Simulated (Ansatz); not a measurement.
**RbNbS3: relaxing a made-up structure**

This structure for RbNbS3 is made up. Its elements were placed in a known structure type with a cell scaled to their sizes. What cell does the guess relax to, and how far off was it?

Program: Ansatz 0.2.0. Level of theory: DFT, r2SCAN, plane-wave PAW, files of the set soft_1, scalar-relativistic, no spin, cell and ions relaxed at zero pressure; PAW set soft_1, in the first sound run; inputs show where later runs differ. Results are calculated unless marked as measured.

## 1. Starting point

Symmetry: Pm-3m, No. 221, cubic system. The conventional cell has a = 5.136 Å, b = 5.136 Å, c = 5.136 Å, α = 90.00°, β = 90.00°, γ = 90.00°. Nearest to Nb lie 6 S at 2.57 Å. Rb has 12 S at 3.63 Å nearest. Nearest to S lie 2 Nb at 2.57 Å and 4 Rb at 3.63 Å. Farther neighbours and most contacts between anions are not listed.

Structure file:

```cif
data_structure
_symmetry_space_group_name_H-M 'Pm-3m'
_symmetry_Int_Tables_number 221
_cell_length_a 5.1360
_cell_length_b 5.1360
_cell_length_c 5.1360
_cell_angle_alpha 90.000
_cell_angle_beta 90.000
_cell_angle_gamma 90.000
_cell_volume 135.48
loop_
_atom_site_label
_atom_site_type_symbol
_atom_site_symmetry_multiplicity
_atom_site_Wyckoff_symbol
_atom_site_fract_x
_atom_site_fract_y
_atom_site_fract_z
_atom_site_occupancy
Nb1 Nb 1 a 0.00000 0.00000 0.00000 1
Rb1 Rb 1 b 0.50000 0.50000 0.50000 1
S1 S 3 d 0.00000 0.00000 0.50000 1
```

## 2. Relaxing cell and atoms

The guessed cell has no reason to be at equilibrium. It is relaxed with the atoms, within the space group of the guess.

input.yaml

```yaml
crystal:
  lattice:
    - [5.136, 0.0, 0.0]
    - [0.0, 5.136, 0.0]
    - [0.0, 0.0, 5.136]
  atoms:
    - { symbol: Nb, position: [0.0, 0.0, 0.0] }
    - { symbol: Rb, position: [0.5, 0.5, 0.5] }
    - { symbol: S, position: [0.0, 0.0, 0.5] }
    - { symbol: S, position: [0.0, 0.5, 0.0] }
    - { symbol: S, position: [0.5, 0.0, 0.0] }
kpoints:
  mp_grid: { grid: [5, 5, 5] }
scf:
  occupations: { method: fermi_dirac, width: 0.05 }
hamiltonian:
  xc: r2scan
  pseudopotentials: { kind: paw, azcp: { folder: soft_1 } }
relax:
  f_tol: 0.015
  max_steps: 70
  cell: {}
output:
  forces: true
  stress: true
```

Command:

```sh
> ansatz run input.yaml --threads 4 --pin off --max-ram 8192MiB --backend cpu --events-out ev --progress --plain --runs-dir out
```

Numbers of over 12 decimals in the logs are rounded to 6 here.

The log of the run:

```text
Engine: ansatz 0.2.0, aarch64-unknown-linux-gnu
Pseudopotentials: kind: paw
Pseudopotential: Nb, paw, valence charge 13, recommended cutoff 500 eV (meta_gga), soft_1/Nb.paw.azcp
Pseudopotential: Rb, paw, valence charge 9, recommended cutoff 500 eV (meta_gga), soft_1/Rb.paw.azcp
Pseudopotential: S, paw, valence charge 6, recommended cutoff 500 eV (meta_gga), soft_1/S.paw.azcp
Functional definition: r2SCAN
  parameter k0 = 0.174
  parameter k1 = 0.065
  parameter a1 = 4.9479
  exchange = r2scan_x(k0 = k0, k1 = k1, a1 = a1)
  correlation = r2scan_c
Crystal: 5 atoms, lattice volume = 135.480 Å³
Basis set: ecut = 500 eV, 3407 PW (Γ), exchange–correlation on 160×160×160 points (64 copies of the dense FFT grid, shifted against one another)
Bands: 25, of which v1, the nominal top of the filled ones, is band 20 counted from 1 (19 counted from 0)
Symmetry: 48 space group operations
Space group: Pm-3m (ITA 221), of the structure as read, at distance tolerance 5.1e-5 Å
k-points: 10 of 125
Non-local potential: Nb, projectors of the file, l = 0: 3, l = 1: 2, l = 2: 2, l = 3: 1
Non-local potential: Rb, projectors of the file, l = 0: 3, l = 1: 2, l = 2: 2
Non-local potential: S, projectors of the file, l = 0: 2, l = 1: 2, l = 2: 1
PAW form: soft (Blöchl's): semilocal exchange-correlation on the pseudo side does not see the compensation charge
PAW frozen core: Nb, regenerated for the run's functional (the file was generated under x = pbe(κ = 0.804, μ = 0.219515), c = pbe(β = 0.066725))
PAW frozen core: Rb, regenerated for the run's functional (the file was generated under x = pbe(κ = 0.804, μ = 0.219515), c = pbe(β = 0.066725))
PAW frozen core: S, regenerated for the run's functional (the file was generated under x = pbe(κ = 0.804, μ = 0.219515), c = pbe(β = 0.066725))
PAW one-centre angular grid: Nb, 590 points (default); XC on 160 Gauss nodes
PAW one-centre angular grid: Rb, 302 points (default); XC on 160 Gauss nodes
PAW one-centre angular grid: S, 302 points (default); XC on 160 Gauss nodes
Initial density: superposition of atomic densities (chi_scale 0.1, normalization cell, long waves kept (reshape's long-wave potential 0.00 eV rms))
Initial wavefunctions: pseudopotential atomic-orbital guess
Functional: x = r2scan, c = r2scan; τ floored in thin density (d = 2e-4 eV/Å³)
SCF iter   1: F=—  HF=-10566.888796 eV  |F-HF|=—  |Δ(HF+E_count)|=         —  Δρ=6.07e-2  dr2=1.26e1  dr2_τ=4.56e-1  ethr=3.10e-3  ⟨swp⟩=7.1  Hψ=1253  notcnv=0
preconditioner: auto → Resta (q_TF=auto, 2.226 Å⁻¹)  ε∞=4.2  [insulator: Δε(μ)=1.470 eV  Ē_g=9.747 eV  σ=0.050 eV  W_gap=1.00  n_scr=26 (ndim 8)  ℏωp=17.5 eV  f_vac=0.000  D(μ)=0.00/eV (n_scr^D=0)  ε∞_Penn≈4.2]
SCF iter   2: F=—  HF=-10564.604855 eV  |F-HF|=—  |Δ(HF+E_count)|=    2.28e0  Δρ=3.17e-2  dr2=2.46e0  dr2_τ=8.04e-1  ethr=3.10e-3  ⟨swp⟩=3.8  Hψ=710  notcnv=0  defer=6
preconditioner: auto → Kerker (q_TF=auto, 2.226 Å⁻¹)  [metal: Δε(μ)=0.064 eV  Ē_g=7.894 eV  σ=0.050 eV  W_gap=0.30  n_scr=26 (ndim 8)  ℏωp=17.5 eV  f_vac=0.000  D(μ)=3.39/eV (n_scr^D=26)]
SCF iter   3: F=—  HF=-10564.395410 eV  |F-HF|=—  |Δ(HF+E_count)|=   2.09e-1  Δρ=1.52e-2  dr2=5.76e-1  dr2_τ=1.15e-2  ethr=3.10e-3  ⟨swp⟩=3.3  Hψ=458  notcnv=0  defer=3
SCF iter   4: F=—  HF=-10564.329621 eV  |F-HF|=—  |Δ(HF+E_count)|=   6.58e-2  Δρ=1.21e-2  dr2=4.69e-1  dr2_τ=3.10e-2  ethr=1.44e-3  ⟨swp⟩=4.0  Hψ=557  notcnv=0
SCF iter   5: F=—  HF=-10564.263290 eV  |F-HF|=—  |Δ(HF+E_count)|=   6.63e-2  Δρ=3.19e-3  dr2=3.23e-2  dr2_τ=1.37e-3  ethr=1.17e-3  ⟨swp⟩=2.0  Hψ=329  notcnv=0  defer=1
SCF iter   6: F=—  HF=-10564.259711 eV  |F-HF|=—  |Δ(HF+E_count)|=   3.58e-3  Δρ=2.07e-3  dr2=1.51e-2  dr2_τ=1.05e-3  ethr=8.07e-5  ⟨swp⟩=2.8  Hψ=476  notcnv=0  defer=1
SCF iter   7: F=—  HF=-10564.259065 eV  |F-HF|=—  |Δ(HF+E_count)|=   6.46e-4  Δρ=1.80e-3  dr2=1.13e-2  dr2_τ=1.01e-4  ethr=3.77e-5  ⟨swp⟩=1.0  Hψ=249  notcnv=0  defer=1
SCF iter   8: F=—  HF=-10564.257862 eV  |F-HF|=—  |Δ(HF+E_count)|=   1.20e-3  Δρ=9.48e-4  dr2=3.15e-3  dr2_τ=4.30e-5  ethr=2.83e-5  ⟨swp⟩=1.0  Hψ=249  notcnv=0  defer=1
SCF iter   9: F=—  HF=-10564.257438 eV  |F-HF|=—  |Δ(HF+E_count)|=   4.24e-4  Δρ=1.72e-4  dr2=1.09e-4  dr2_τ=4.96e-7  ethr=7.87e-6  ⟨swp⟩=1.4  Hψ=255  notcnv=0  defer=1
SCF iter  10: F=—  HF=-10564.257435 eV  |F-HF|=—  |Δ(HF+E_count)|=   3.55e-6  Δρ=1.05e-5  dr2=2.88e-7  dr2_τ=1.28e-8  ethr=2.73e-7  ⟨swp⟩=2.3  Hψ=357  notcnv=0  defer=1
SCF iter  11: F=—  HF=-10564.257433 eV  |F-HF|=—  |Δ(HF+E_count)|=   1.93e-6  Δρ=4.41e-6  dr2=6.43e-8  dr2_τ=2.34e-9  ethr=2.50e-10  ⟨swp⟩=5.1  Hψ=1028  notcnv=0
SCF iter  12: F=-10564.257433 eV  HF=-10564.257433 eV  |F-HF|=6.69e-10  |Δ(HF+E_count)|=   1.48e-9  Δρ=1.01e-6  dr2=3.54e-9  dr2_τ=2.62e-10  ethr=1.61e-10  ⟨swp⟩=2.3  Hψ=897  notcnv=0
SCF 1 converged in 12 iterations: F = -10564.257433 eV  dr2 = 3.54e-9
  greatest PAW one-centre occupation: 1.001 electrons in one spin orbital (limit 2), on the Nb atom at site 0 (counted from 0), in its partial waves of l = 0
relax step   1: F+E_penalty+E_count = -10564.25743258 eV  Δ(F+E_penalty+E_count) = +0.000e0 eV  max|allowed force component| = 6.321e-29 eV/Å  Δτ_max = 0.0000 Å  P = -8.966 GPa  Ω = 135.480 Å³  (12 SCF iters, dr2 threshold 1.00e-7 eV, accepted)
Crystal: 5 atoms, lattice volume = 116.616 Å³
Basis set: ecut = 500 eV, 2945 PW (Γ), exchange–correlation on 160×160×160 points (64 copies of the dense FFT grid, shifted against one another)
Initial density: handed on by an earlier stage of this run
Initial wavefunctions: those handed on with the density
iter 1 solved again at ethr=7.08e-5 eV; its pass at ethr=3.10e-3 eV (dr2=2.83e-2 eV) is discarded
SCF iter   1: F=—  HF=-10564.436462 eV  |F-HF|=—  |Δ(HF+E_count)|=         —  Δρ=5.08e-3  dr2=2.91e-2  dr2_τ=3.49e-1  ethr=7.08e-5  ⟨swp⟩=1.3  Hψ=1640  notcnv=0
preconditioner: auto → Kerker (q_TF=auto, 2.283 Å⁻¹)  [metal: Δε(μ)=0.075 eV  Ē_g=8.800 eV  σ=0.050 eV  W_gap=0.35  n_scr=26 (ndim 8)  ℏωp=18.8 eV  f_vac=0.000  D(μ)=3.17/eV (n_scr^D=18)]
SCF iter   2: F=—  HF=-10564.878359 eV  |F-HF|=—  |Δ(HF+E_count)|=   4.42e-1  Δρ=4.16e-3  dr2=2.24e-2  dr2_τ=1.04e-3  ethr=7.08e-5  ⟨swp⟩=2.7  Hψ=514  notcnv=0
SCF iter   3: F=—  HF=-10564.877972 eV  |F-HF|=—  |Δ(HF+E_count)|=   3.87e-4  Δρ=1.87e-3  dr2=3.40e-3  dr2_τ=5.65e-4  ethr=5.61e-5  ⟨swp⟩=2.5  Hψ=427  notcnv=0
SCF iter   4: F=—  HF=-10564.878966 eV  |F-HF|=—  |Δ(HF+E_count)|=   9.94e-4  Δρ=6.45e-4  dr2=6.00e-4  dr2_τ=3.34e-5  ethr=8.49e-6  ⟨swp⟩=2.2  Hψ=465  notcnv=0
SCF iter   5: F=—  HF=-10564.878947 eV  |F-HF|=—  |Δ(HF+E_count)|=   1.94e-5  Δρ=3.33e-4  dr2=3.25e-4  dr2_τ=1.46e-5  ethr=1.50e-6  ⟨swp⟩=2.9  Hψ=459  notcnv=0
SCF iter   6: F=—  HF=-10564.878932 eV  |F-HF|=—  |Δ(HF+E_count)|=   1.45e-5  Δρ=1.28e-4  dr2=4.66e-5  dr2_τ=1.30e-6  ethr=8.12e-7  ⟨swp⟩=1.3  Hψ=255  notcnv=0
SCF iter   7: F=—  HF=-10564.878932 eV  |F-HF|=—  |Δ(HF+E_count)|=   6.62e-8  Δρ=3.30e-5  dr2=2.72e-6  dr2_τ=7.74e-8  ethr=1.16e-7  ⟨swp⟩=2.1  Hψ=336  notcnv=0
SCF iter   8: F=-10564.878932 eV  HF=-10564.878932 eV  |F-HF|=1.52e-8  |Δ(HF+E_count)|=   1.61e-7  Δρ=4.60e-6  dr2=5.09e-8  dr2_τ=1.40e-9  ethr=1.25e-9  ⟨swp⟩=3.8  Hψ=1105  notcnv=0
SCF 2 converged in 8 iterations: F = -10564.878932 eV  dr2 = 5.09e-8
relax step   2: F+E_penalty+E_count = -10564.87893215 eV  Δ(F+E_penalty+E_count) = -6.215e-1 eV  max|allowed force component| = 4.955e-31 eV/Å  Δτ_max = 0.0000 Å  P = -0.246 GPa  Ω = 116.616 Å³  energy of the carried Pulay correction = +3.056e-3 eV  (8 SCF iters, dr2 threshold 5.00e-7 eV, accepted)
Crystal: 5 atoms, lattice volume = 116.160 Å³
iter 1 solved again at ethr=1.44e-7 eV; its pass at ethr=3.10e-3 eV (dr2=5.78e-5 eV) is discarded
SCF iter   1: F=—  HF=-10564.878681 eV  |F-HF|=—  |Δ(HF+E_count)|=         —  Δρ=1.61e-4  dr2=5.55e-5  dr2_τ=2.84e-4  ethr=1.44e-7  ⟨swp⟩=2.8  Hψ=1414  notcnv=0
preconditioner: auto → Kerker (q_TF=auto, 2.284 Å⁻¹)  [metal: Δε(μ)=0.073 eV  Ē_g=8.791 eV  σ=0.050 eV  W_gap=0.34  n_scr=26 (ndim 8)  ℏωp=18.9 eV  f_vac=0.005  D(μ)=3.20/eV (n_scr^D=26)]
SCF iter   2: F=—  HF=-10564.879258 eV  |F-HF|=—  |Δ(HF+E_count)|=   5.77e-4  Δρ=1.40e-4  dr2=2.96e-5  dr2_τ=2.63e-6  ethr=1.39e-7  ⟨swp⟩=2.0  Hψ=455  notcnv=0
SCF iter   3: F=—  HF=-10564.879255 eV  |F-HF|=—  |Δ(HF+E_count)|=   3.25e-6  Δρ=7.54e-5  dr2=6.17e-6  dr2_τ=4.16e-7  ethr=7.39e-8  ⟨swp⟩=1.2  Hψ=253  notcnv=0
SCF iter   4: F=—  HF=-10564.879256 eV  |F-HF|=—  |Δ(HF+E_count)|=   7.09e-7  Δρ=2.94e-5  dr2=2.29e-6  dr2_τ=9.46e-8  ethr=1.54e-8  ⟨swp⟩=2.0  Hψ=405  notcnv=0
SCF iter   5: F=—  HF=-10564.879255 eV  |F-HF|=—  |Δ(HF+E_count)|=   2.13e-7  Δρ=9.52e-6  dr2=2.73e-7  dr2_τ=4.46e-9  ethr=5.73e-9  ⟨swp⟩=1.3  Hψ=256  notcnv=0
SCF iter   6: F=-10564.879255 eV  HF=-10564.879255 eV  |F-HF|=2.81e-8  |Δ(HF+E_count)|=   7.97e-9  Δρ=3.80e-6  dr2=4.21e-8  dr2_τ=7.75e-10  ethr=3.78e-10  ⟨swp⟩=4.0  Hψ=862  notcnv=0
SCF 3 converged in 6 iterations: F = -10564.879255 eV  dr2 = 4.21e-8
relax step   3: F+E_penalty+E_count = -10564.87925525 eV  Δ(F+E_penalty+E_count) = -3.231e-4 eV  max|allowed force component| = 1.376e-30 eV/Å  Δτ_max = 0.0000 Å  P = +0.075 GPa  Ω = 116.160 Å³  energy of the carried Pulay correction = +3.135e-3 eV  (6 SCF iters, dr2 threshold 1.51e-7 eV, accepted)
Crystal: 5 atoms, lattice volume = 116.267 Å³
iter 1 solved again at ethr=7.04e-9 eV; its pass at ethr=3.10e-3 eV (dr2=2.82e-6 eV) is discarded
SCF iter   1: F=—  HF=-10564.879230 eV  |F-HF|=—  |Δ(HF+E_count)|=         —  Δρ=3.75e-5  dr2=2.61e-6  dr2_τ=1.56e-5  ethr=7.04e-9  ⟨swp⟩=2.8  Hψ=1415  notcnv=0
preconditioner: auto → Kerker (q_TF=auto, 2.284 Å⁻¹)  [metal: Δε(μ)=0.073 eV  Ē_g=8.786 eV  σ=0.050 eV  W_gap=0.34  n_scr=26 (ndim 8)  ℏωp=18.9 eV  f_vac=0.006  D(μ)=3.20/eV (n_scr^D=26)]
SCF iter   2: F=—  HF=-10564.879262 eV  |F-HF|=—  |Δ(HF+E_count)|=   3.21e-5  Δρ=3.34e-5  dr2=1.67e-6  dr2_τ=1.27e-7  ethr=6.53e-9  ⟨swp⟩=2.0  Hψ=455  notcnv=0
SCF iter   3: F=—  HF=-10564.879262 eV  |F-HF|=—  |Δ(HF+E_count)|=   1.87e-7  Δρ=1.74e-5  dr2=3.05e-7  dr2_τ=2.85e-8  ethr=4.18e-9  ⟨swp⟩=1.2  Hψ=253  notcnv=0
SCF iter   4: F=—  HF=-10564.879262 eV  |F-HF|=—  |Δ(HF+E_count)|=   4.71e-8  Δρ=6.68e-6  dr2=1.13e-7  dr2_τ=4.84e-9  ethr=7.63e-10  ⟨swp⟩=2.0  Hψ=405  notcnv=0
SCF iter   5: F=-10564.879262 eV  HF=-10564.879262 eV  |F-HF|=5.68e-9  |Δ(HF+E_count)|=   1.04e-8  Δρ=1.92e-6  dr2=9.73e-9  dr2_τ=1.68e-10  ethr=3.55e-11  ⟨swp⟩=4.0  Hψ=1020  notcnv=0
SCF 4 converged in 5 iterations: F = -10564.879262 eV  dr2 = 9.73e-9
relax step   4: F+E_penalty+E_count = -10564.87926184 eV  Δ(F+E_penalty+E_count) = -6.592e-6 eV  max|allowed force component| = 6.179e-31 eV/Å  Δτ_max = 0.0000 Å  P = +0.000 GPa  Ω = 116.267 Å³  energy of the carried Pulay correction = +3.117e-3 eV  (5 SCF iters, dr2 threshold 1.42e-8 eV, accepted)
Basis set: ecut = 500 eV, 2945 PW (Γ), exchange–correlation on 144×144×144 points (64 copies of the dense FFT grid, shifted against one another)
Initial wavefunctions: pseudopotential atomic-orbital guess (no wavefunctions were taken with the density)
iter 1 solved again at ethr=1.39e-6 eV; its pass at ethr=3.10e-3 eV (dr2=5.55e-4 eV) is discarded
SCF iter   1: F=—  HF=-10564.876643 eV  |F-HF|=—  |Δ(HF+E_count)|=         —  Δρ=1.81e-4  dr2=3.63e-6  dr2_τ=4.53e-5  ethr=1.39e-6  ⟨swp⟩=3.1  Hψ=2001  notcnv=0
preconditioner: auto → Kerker (q_TF=auto, 2.284 Å⁻¹)  [metal: Δε(μ)=0.073 eV  Ē_g=8.786 eV  σ=0.050 eV  W_gap=0.34  n_scr=26 (ndim 8)  ℏωp=18.9 eV  f_vac=0.005  D(μ)=3.20/eV (n_scr^D=26)]
SCF iter   2: F=—  HF=-10564.876656 eV  |F-HF|=—  |Δ(HF+E_count)|=   1.29e-5  Δρ=9.52e-5  dr2=1.03e-6  dr2_τ=1.81e-6  ethr=9.08e-9  ⟨swp⟩=2.1  Hψ=454  notcnv=0
SCF iter   3: F=—  HF=-10564.876660 eV  |F-HF|=—  |Δ(HF+E_count)|=   4.08e-6  Δρ=8.16e-6  dr2=1.05e-7  dr2_τ=3.21e-8  ethr=2.58e-9  ⟨swp⟩=2.0  Hψ=455  notcnv=0
SCF iter   4: F=—  HF=-10564.876660 eV  |F-HF|=—  |Δ(HF+E_count)|=   1.40e-9  Δρ=3.20e-6  dr2=1.15e-8  dr2_τ=1.36e-9  ethr=2.62e-10  ⟨swp⟩=1.5  Hψ=258  notcnv=0
SCF iter   5: F=—  HF=-10564.876660 eV  |F-HF|=—  |Δ(HF+E_count)|=  4.06e-10  Δρ=9.86e-7  dr2=1.90e-9  dr2_τ=4.31e-10  ethr=2.88e-11  ⟨swp⟩=2.1  Hψ=443  notcnv=0
SCF iter   6: F=—  HF=-10564.876660 eV  |F-HF|=—  |Δ(HF+E_count)|=  2.76e-10  Δρ=3.17e-7  dr2=3.85e-10  dr2_τ=4.44e-12  ethr=4.76e-12  ⟨swp⟩=2.4  Hψ=437  notcnv=0
SCF iter   7: F=-10564.876660 eV  HF=-10564.876660 eV  |F-HF|=3.64e-12  |Δ(HF+E_count)|=  9.64e-11  Δρ=9.92e-8  dr2=2.30e-11  dr2_τ=1.10e-12  ethr=1.00e-12  ⟨swp⟩=3.5  Hψ=1091  notcnv=0
SCF 5 converged in 7 iterations: F = -10564.876660 eV  dr2 = 2.30e-11
relax step   5: F+E_penalty+E_count = -10564.87666023 eV  Δ(F+E_penalty+E_count) = +2.602e-3 eV  max|allowed force component| = 8.546e-31 eV/Å  Δτ_max = 0.0000 Å  P = -0.008 GPa  Ω = 116.267 Å³  stress off target by 7.65e-3 GPa  SCF on the basis re-selected at this cell (its energy is not comparable with the rows above)  (7 SCF iters)
basis re-selected at this cell: Δ(F+E_penalty+E_count) = +2.602e-3 eV, ΔP = -0.008 GPa vs the last step (what re-selecting the basis moved, of the pressure what is left beyond the Pulay correction that the steps carried, after the strain that the cell walked since its last selection, with what the two solves' SCF thresholds leave and, on support functions, any second-order correction that the steps lacked; it is no measure of the basis error at this ecutwfc). The dense FFT grid was sized anew with the basis: this SCF ran on 36×36×36 points, the steps before it on 40×40×40, so part of this shift can come from that change (see relax.cell in the input reference). [rest of the remark cut]
SCF converged after 7 iterations
Free energy (F): -10564.876660 eV
Harris-Foulkes:  -10564.876660 eV  (|F-HF|=3.64e-12)
Internal energy: -10564.852073 eV  (E = F + TS)
E sigma→0 (E₀):  -10564.864366 eV
Entropy (-TS):   -0.024587 eV (-4.917 meV/atom)
Fermi energy:    6.863587 eV
--- Per-component energies (eV) ---
  E_band       = -276.593274
  E_kinetic    = 868.679961
  E_local      = -2038.905643  (includes V_loc(G=0)·N_el)
  E_nonlocal   = 380.072651
  E_hartree    = 650.257997
  E_xc         = -530.330162
  E_vxc        = -631.523544  (∫ρ·V_xc dr)
  E_paw        = -7588.500019  (= ΣΔE_a)
  E_vpaw       = -189.593095  (= ΣTr[D̂ρ^β])
  E_aug_tail   = 0.000016  (compensation charges beyond the density's cutoff)
  E_vtau       = 34.160468  (kinetic-family band-sum trace: ∫τ·v_τ [+ j·A + Jᵃ·Aᵃ] dr)
  E_ewald      = -2305.458215
  E_core_change = -0.668658  (= ΣΔE_core)
  E_smearing   = -0.024587  (= −TS)
  E_closure    = 0.000000  (closes the sum)
  Σ components = -10564.876660   (vs F -10564.876660, Δ=0.00e0)
--- Forces (eV/Å), atoms counted from 1 ---
  atom   1  Nb     0.00000000    -0.00000000     0.00000000
  atom   2  Rb    -0.00000000     0.00000000     0.00000000
  atom   3  S     -0.00000000    -0.00000000     0.00000000
  atom   4  S     -0.00000000    -0.00000000    -0.00000000
  atom   5  S     -0.00000000     0.00000000     0.00000000
  max |Σ_I F_I| component: 1.64e-30 eV/Å
--- Stress (GPa, compression-positive) ---
       -0.007651      -0.000000       0.000000
       -0.000000      -0.007651       0.000000
       -0.000000       0.000000      -0.007651
  P = ⅓ Tr σ = -0.0077 GPa (-0.077 kbar)
--- Relaxed structure (4 steps of the walk, 4 accepted, 1 SCFs on fresh bases) ---
  F+E_penalty+E_count = -10564.87666023 eV   max|allowed force component| = 8.546e-31 eV/Å   (the final SCF, on the basis selected at the relaxed cell)
  cell:  # Å, volume = 116.2671 Å³
    - [4.880739, 0, 0]
    - [0, 4.880739, 0.0]
    - [0, 0.0, 4.880739]
  atoms:
    - { symbol: Nb, position: [0, 0, 0] }
    - { symbol: Rb, position: [0.5, 0.5, 0.5] }
    - { symbol: S, position: [0, 0, 0.5] }
    - { symbol: S, position: [0, 0.5, 0] }
    - { symbol: S, position: [0.5, 0, 0] }
```

Elapsed: 8.2 s, on 4 threads of Arm Neoverse V2, shared host; peak memory 0.67 GiB; 29 s of CPU time.

Step by step:

```
step  energy less that of the first step (eV)  largest force component (eV/Å)  pressure (GPa)  volume (Å³)
   1                                   0.0000                          0.0000           -8.97       135.48
   2                                  -0.6215                          0.0000           -0.25       116.62
   3                                  -0.6218                          0.0000            0.08       116.16
   4                                  -0.6218                          0.0000            0.00       116.27
  5*                                  -0.6192                          0.0000           -0.01       116.27
```

Relaxation steps marked * repeat the geometry before them on a plane-wave basis chosen anew for their cell, so energy and pressure can jump there.

Forces are held to the 48 operations that the run works with; a distortion that breaks them can't arise in this run.

| conventional cell, symmetrised | before | after | change |
| --- | --- | --- | --- |
| a (Å) | 5.136 | 4.881 | -5.0 % |
| b (Å) | 5.136 | 4.881 | -5.0 % |
| c (Å) | 5.136 | 4.881 | -5.0 % |
| volume (Å³/atom) | 27.10 | 23.25 | -14.2 % |

The relaxed structure:

```xyz
5
Lattice="4.8807 0.0000 0.0000 0.0000 4.8807 0.0000 0.0000 0.0000 4.8807" Properties=species:S:1:pos:R:3 pbc="T T T"
Nb    0.0000    0.0000    0.0000
Rb    2.4404    2.4404    2.4404
S     0.0000    0.0000    2.4404
S     0.0000    2.4404    0.0000
S     2.4404    0.0000    0.0000
```

This step gave:

```
free energy             : -10564.8767 eV
energy at zero smearing : -10564.8644 eV
smearing term TS        : 0.02459 eV
Fermi energy            : 6.864 eV
electrons               : 40
symmetry operations     : 48
pressure                : -0.007651 GPa
```

Shortest distances by pair of elements, guess and relaxed (not always the same contact):

| pair | guess (Å) | relaxed (Å) |
| --- | --- | --- |
| Nb–S | 2.568 | 2.440 |
| Rb–S | 3.632 | 3.451 |
| S–S | 3.632 | 3.451 |
| Nb–Rb | 4.448 | 4.227 |
| Nb–Nb | 5.136 | 4.881 |

The relaxation ends with a pressure of -0.01 GPa.

(Part 1 of 2 ends here.)

[Logs are printed without paths, hosts, clocks, repeated set-up lines and the standing remarks that a program may print on its own settings, such as how far it seeks lower states.]

[Hosts, paths, dates, database ids (printed as entryN), source tags and the programs' standing remarks are cut or masked in the printed files.]
